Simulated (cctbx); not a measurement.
# Diagnosing a refinement

Cell a = 12.0790 Å, b = 12.0790 Å, c = 12.0790 Å, α = 90.00°, β = 90.00°, γ = 90.00°; space group Fd-3m (no. 227, origin choice 1).

The data are simulated with cctbx, not measured: Mo Kα, λ = 0.71073 Å, to d = 0.6 Å, 80 % of the full sphere, strongest reflection 40000 counts, noise from counting, a 1.5 % proportional error and a noise floor of 4 counts (s.d.); no absorption.

An isotropic refinement with weights 1/σ² prints:

```text
Rint 0.021, 242 unique reflections to 0.60 A
cycle     R1     wR2    GooF  max shift (A)
   1  0.4382  0.7924  92.560   0.07979
   6  0.0082  0.0225   2.626   0.00012
final R1 0.0082 wR2 0.0225 GooF 2.625  parameters 7  data/parameter 34.6
atom        x        y        z      Ueq    occ   su(xyz)  su(Uiso or U11)
Te1    0.36859  0.36859  0.36859   0.0049  1.000  0.00001  0.0001
Mn1    0.12500  0.12500  0.12500   0.0055  1.000  0.00000  0.0001
Ca1    0.00000  0.00000  0.50000   0.0076  1.000  0.00000  0.0002
Ca2    0.96288  0.16496  0.53712   0.9795  1.000  0.00216  0.0340
difference map: max 0.85 min -0.71 rms 0.19
Q1    0.1250  0.1250  0.6250   16    0.85  2.28 A from Ca2
Q2    0.1038  0.1038  0.8582   96    0.52  0.38 A from Te1
Q3    0.0000  0.0000  0.4497   48    0.42  0.61 A from Ca1
Q4    0.0000  0.0000  0.5000    8    0.40  0.00 A from Ca1
Q5    0.0791  0.0791  0.9209   32    0.37  0.83 A from Te1
Q6    0.0676  0.1827  0.1827   96    0.30  1.20 A from Mn1
```

Q: Accept it or mend it, and why?

Mend it. The fault: spurious atom: Ca2. Against the right model at the same level, R1 goes from 0.0048 to 0.0082 and GooF from 1.22 to 2.62 and Ca2 takes U = 0.98 Å². A site with no density behind it hides by a very large U or drifts.

The compound is CaMn2Te4. The right model at the same level gives:

```text
Rint 0.021, 242 unique reflections to 0.60 A
cycle     R1     wR2    GooF  max shift (A)
   1  0.1980  0.4075  47.295   0.00829
   2  0.0048  0.0105   1.217   0.00000
final R1 0.0048 wR2 0.0105 GooF 1.217  parameters 4  data/parameter 60.5
atom        x        y        z      Ueq    occ   su(xyz)  su(Uiso or U11)
Te1    0.36860  0.36860  0.36860   0.0049  1.000  0.00000  0.0000
Mn1    0.12500  0.12500  0.12500   0.0055  1.000  0.00000  0.0000
Ca1    0.00000  0.00000  0.50000   0.0076  1.000  0.00000  0.0001
difference map: max 0.44 min -0.69 rms 0.08
Q1    0.1036  0.1036  0.8558   96    0.44  0.40 A from Te1
Q2    0.0281  0.0281  0.0281   32    0.33  2.03 A from Mn1
Q3    0.0788  0.0788  0.9212   32    0.27  0.83 A from Te1
Q4    0.0385  0.0385  0.1250   96    0.26  1.48 A from Mn1
Q5    0.0053  0.1682  0.3318   96    0.25  1.65 A from Te1
Q6    0.0751  0.1286  0.1286   96    0.20  0.61 A from Mn1
```

The model was made for the exercise: a known structure type with other elements put in, its volume estimated, not relaxed; displacement parameters are assumed.

[Middle refinement cycles are left out of these outputs.]

[Logs are printed without paths, hosts, clocks, repeated set-up lines and the standing remarks that a program may print on its own settings, such as how far it seeks lower states.]
